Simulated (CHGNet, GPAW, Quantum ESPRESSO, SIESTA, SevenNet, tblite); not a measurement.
**Random packing of S (91 atoms): other programs against plane waves**

Aim: forces, pressure of random packing of S (91 atoms) at one geometry, from other programs and methods, against plane-wave PBE.

Results are calculated, not measured.

### Step 1. The structure

The cell holds 91 atoms (91 S), with edges of 13.94, 13.94 and 13.94 Å. Recipe: 91 atoms (91 S) packed at random in a cube at 1.79 g/cm³ and pushed apart as soft spheres; a start for melting by ab initio MD, not an equilibrated structure. Then every atom was moved at random, 0.05 Å r.m.s. a Cartesian component. The density is 1.79 g/cm³.

### Step 2. The reference input

Quantum ESPRESSO 7.5: Kohn-Sham DFT, PBE, SSSP efficiency 1.3.0 pseudopotentials, plane waves. Its input, pw.in:

```
&control
  calculation = 'scf'
  pseudo_dir = './pseudo'
  outdir = './tmp'
  disk_io = 'none'
  tprnfor = .true.
  tstress = .true.
/
&system
  ibrav = 0
  nat = 91
  ntyp = 1
  ecutwfc = 45
  ecutrho = 360
  nosym = .true.
  occupations = 'smearing'
  smearing = 'fd'
  degauss = 0.003675
/
&electrons
  conv_thr = 4.5e-07
  electron_maxstep = 100
  mixing_beta = 0.4
  mixing_mode = 'plain'
  diagonalization = 'david'
/
ATOMIC_SPECIES
S 32.060 S.upf
CELL_PARAMETERS angstrom
13.93850 0.00000 0.00000
0.00000 13.93850 0.00000
0.00000 0.00000 13.93850
ATOMIC_POSITIONS crystal
S 0.09410 0.14926 0.49891
S 0.13147 0.51201 0.62510
S 0.93902 0.95421 0.37280
S 0.02879 0.72950 0.19074
[... 85 atom lines left out ...]
S 0.50039 0.89773 0.60481
S 0.91192 0.42745 0.86144
K_POINTS gamma
```

```console
$ OMP_NUM_THREADS=1 mpirun -np 4 pw.x -in pw.in > output.txt
```

Wall time 21 min (4 MPI ranks of Arm Neoverse V1, shared host); peak memory 9.2 GiB; 85 min of CPU time.

It converged with an r.m.s. force component of 0.95 eV/Å and a pressure of -9.7 GPa.

### Step 3. The other programs

- CHGNet: machine-learned potential, published weights.
- GPAW 26.7.0: PAW with atomic orbitals (LCAO), plane waves or a real-space grid of spacing h.
- SIESTA 5.4.2: numerical atomic orbitals, whose automatically made sets are far from complete, with PseudoDojo norm-conserving potentials that we converted to its format (checked against plane waves on the same files for H, C, O, Si, Ge and Ca alone); labels give functional, basis size, energy shift and mesh cutoff.
- SevenNet: machine-learned potential, published weights.
- tblite 0.8.0: extended tight binding, driven from Python.

All use the same cell and atoms, and the electronic-structure runs the same k-mesh.

### Step 4. All runs compared

Differences are against the reference: forces as r.m.s. over components, share as that over the reference's r.m.s. force, slope as the fitted ratio of a run's forces to the reference's.

| run | Δ force, r.m.s. (meV/Å) | share (%) | slope | Δ pressure (GPa) | cores | CPU time | memory (GiB) |
| --- | --- | --- | --- | --- | --- | --- | --- |
| reference | - | - | - | - | 4 | 85 min | 9.2 |
| CHGNet r2SCAN potential | 616 | 64.7 | 1.453 | -2.29 | 1 | 4.5 s | 0.62 |
| GPAW LDA, LCAO dzp, h 0.2 Å | 95.4 | 10.0 | 0.951 | - | 1 | 3.3 min | 1.5 |
| GPAW PBE, LCAO dzp, h 0.2 Å | 104 | 10.9 | 0.924 | - | 1 | 4 min | 1.5 |
| GPAW PBE, LCAO dzp, h 0.2 Å, other mixer settings | 101 | 10.6 | 0.928 | - | 2 | 10 min | 1.6 |
| GPAW PBE, LCAO dzp, h 0.28 Å (coarse) | 111 | 11.6 | 0.921 | - | 1 | 2.9 min | 0.65 |
| GPAW PBE, LCAO sz(dzp), h 0.2 Å (coarse) | 614 | 64.4 | 0.517 | - | 1 | 2.1 min | 1.3 |
| SIESTA PBE, DZ, shift 0.01 Ry, mesh 300 Ry (coarse) | 491 | 51.5 | 0.622 | 1.72 | 1 | 4.6 min | 0.79 |
| SIESTA PBE, DZP, shift 0.01 Ry, mesh 300 Ry | 100 | 10.5 | 0.927 | -2.06 | 2 | 8.9 min | 1.4 |
| SIESTA PBE, DZP, shift 0.02 Ry, mesh 300 Ry | 144 | 15.1 | 1.047 | -6.08 | 2 | 8 min | 1.2 |
| SIESTA PBE, TZP, shift 0.01 Ry, mesh 300 Ry | 79.1 | 8.29 | 0.944 | -2.21 | 2 | 12 min | 1.6 |
| SevenNet 0 potential | 292 | 30.6 | 0.918 | 0.645 | 1 | 9.7 s | 0.7 |
| SevenNet l3i5 potential | 290 | 30.5 | 0.892 | 0.802 | 1 | 11 s | 0.98 |
| tblite GFN1-xTB | 814 | 85.4 | 1.747 | -9.00 | 1 | 12 s | 0.18 |
| tblite GFN2-xTB | 283 | 29.7 | 1.211 | -1.42 | 1 | 21 s | 0.18 |

Rows marked coarse were listed beforehand as settings not expected to be converged; some can still land near the reference.

Times of the machine-learned potentials are mostly Python's start and the loading of weights.

Runs without a result: SIESTA PBE, SZP, shift 0.01 Ry, mesh 300 Ry (cut off at its time limit).

At other geometries of this session 1 more runs gave no result.

CPU time is summed over cores on shared hosts, so it is rough.

### Step 5. What came out

Forces lie from 8.3 % (SIESTA PBE, TZP, shift 0.01 Ry, mesh 300 Ry) to 85 % (tblite GFN1-xTB) of the reference's r.m.s. force of 0.95 eV/Å away from it. The PBE runs in local orbitals, coarse settings apart, differ by 8.3 % (SIESTA PBE, TZP, shift 0.01 Ry, mesh 300 Ry) to 15 % (SIESTA PBE, DZP, shift 0.02 Ry, mesh 300 Ry); basis, grid and potentials can all enter. Tight binding differs by 30 % (tblite GFN2-xTB) to 85 % (tblite GFN1-xTB); it is another model, with fitted parameters of its own, and the xTB methods hold dispersion. Machine-learned potentials differ by 30 % (SevenNet l3i5 potential) to 65 % (CHGNet r2SCAN potential); they were trained on other programs' data, some at another functional.

Rows with another functional or a dispersion term differ by 10 % (GPAW LDA, LCAO dzp, h 0.2 Å), which mixes the change of model with differences of basis and potentials. Runs with settings chosen to be coarse differ by 12 % (GPAW PBE, LCAO dzp, h 0.28 Å) to 64 % (GPAW PBE, LCAO sz(dzp), h 0.2 Å), their programs' other errors included. From GPAW PBE, LCAO dzp, h 0.28 Å to the finer GPAW PBE, LCAO dzp, h 0.2 Å, other mixer settings the share falls from 12 to 11 %. Pressures at PBE, coarse settings apart, lie -6.08 to -2.06 GPa from the reference's.

Caveats: Periodic xTB results under one method name differ between programs and library versions. The reference's pressure holds the uncorrected Pulay stress of its 45 Ry basis, so small pressure differences may be the reference's own error. Machine-learned potentials mimic data converged in k, so the reference's own k-point error enters their differences. The electronic-structure runs sample only Γ, in a cell whose shortest periodic width is 14 Å, which is coarse for a cell with partly filled levels. The reference's pressure of -9.7 GPa reflects the volume that the recipe set, positions that aren't this level's minimum and the basis. The reference has no spin polarisation, so local moments can't form. Where levels are smeared, the DFT runs use Fermi–Dirac occupations at 580 K (0.05 eV), and energies are free energies. The atoms were displaced at random, and shares hang on the size of the forces that this gives. The reference's cutoffs and mesh weren't converged further here.

[Logs are printed without paths, hosts, clocks, repeated set-up lines and the standing remarks that a program may print on its own settings, such as how far it seeks lower states.]

[Hosts, paths, dates, database ids (printed as entryN), source tags and the programs' standing remarks are cut or masked in the printed files.]

[Cells were taken only where this reference lay near another plane-wave run.]
